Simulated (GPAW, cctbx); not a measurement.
## By hand: from a DFT structure factor to an extinction distance in Sc3Al3PdPt2

Sc3Al3PdPt2, P-62m (no. 189), a = 6.9595 Å, b = 6.9595 Å, c = 3.8301 Å, α = 90.00°, β = 90.00°, γ = 120.00°.

| atom | mult. | x | y | z |
| --- | --- | --- | --- | --- |
| Pt1 | 2 | 1/3 | 2/3 | 0 |
| Pd1 | 1 | 0 | 0 | 1/2 |
| Sc1 | 3 | 0 | 0.5878 | 1/2 |
| Al1 | 3 | 0 | 0.2513 | 0 |

The start was made by putting kin elements into a known structure type; the compound need not exist, or be stable, in this form.

A DFT run (GPAW, PBE, 450 eV, 6×4×4 k-points (along the axes of the calculation cell), Fermi–Dirac width 0.1 eV) gives the static X-ray structure factor of 100 as 33.286 e for the conventional cell; superposed free atoms give 33.156 e. **Problem.** Find the Fourier component V of the crystal potential and the two-beam extinction distance at 200 kV in both cases.

### 1. Geometry

The cell volume is Ω = 160.65 Å³ and d(100) = 6.0271 Å, so g = 1/d = 0.1659 Å⁻¹.

### 2. The nuclei

Electrons feel nuclei as well as electrons, so the nuclear charges are summed with the same phases.

Phase sums Σ exp(2πi h·x), turned so that the total is real and positive: Pt +1.000, Pd -1.000, Sc +0.704, Al -0.984. Then F_Z = 78 × (+1.000) + 46 × (-1.000) + 21 × (+0.704) + 13 × (-0.984) = 33.98 e. The electron term has the same sign for this reflection.

### 3. Mott–Bethe

Poisson's equation, term by term, gives V = (e/4πε₀)(F_Z − F)/(πΩg²), with e/4πε₀ = 14.3996 V Å.

The prefactor is 14.3996 × 6.0271²/(π × 160.65) = 1.03639 V per electron. Free atoms: (33.98 − 33.156) × 1.03639 = 0.857 V. Crystal: (33.98 − 33.286) × 1.03639 = 0.722 V. F changes by +0.39 % and V by -15.7 %: the same 0.13 e is measured against F_Z − F = 0.8 e in place of F = 33.2 e.

### 4. Extinction distance

In the two-beam case ξ = 1/(λU) with U = 2γm₀eV/h², that is ξ = 150.41 V Å²/(γλV).

At 200 kV, λ = 0.02508 Å and γ = 1.3914. Free atoms: ξ = 5029 Å. Crystal: ξ = 5967 Å. The thickness fringes go as sin²(πt/ξ), so the two patterns slip by a quarter of a period when t|1/ξ₁ − 1/ξ₀| = 1/4, at t ≈ 800 nm. Thermal motion, absorption and many-beam coupling, left out here, change a real pattern.

### 5. Answer

V(100) is 0.72 V against 0.86 V, and ξ is 5967 against 5029 Å. Limits: static atoms, two beams.
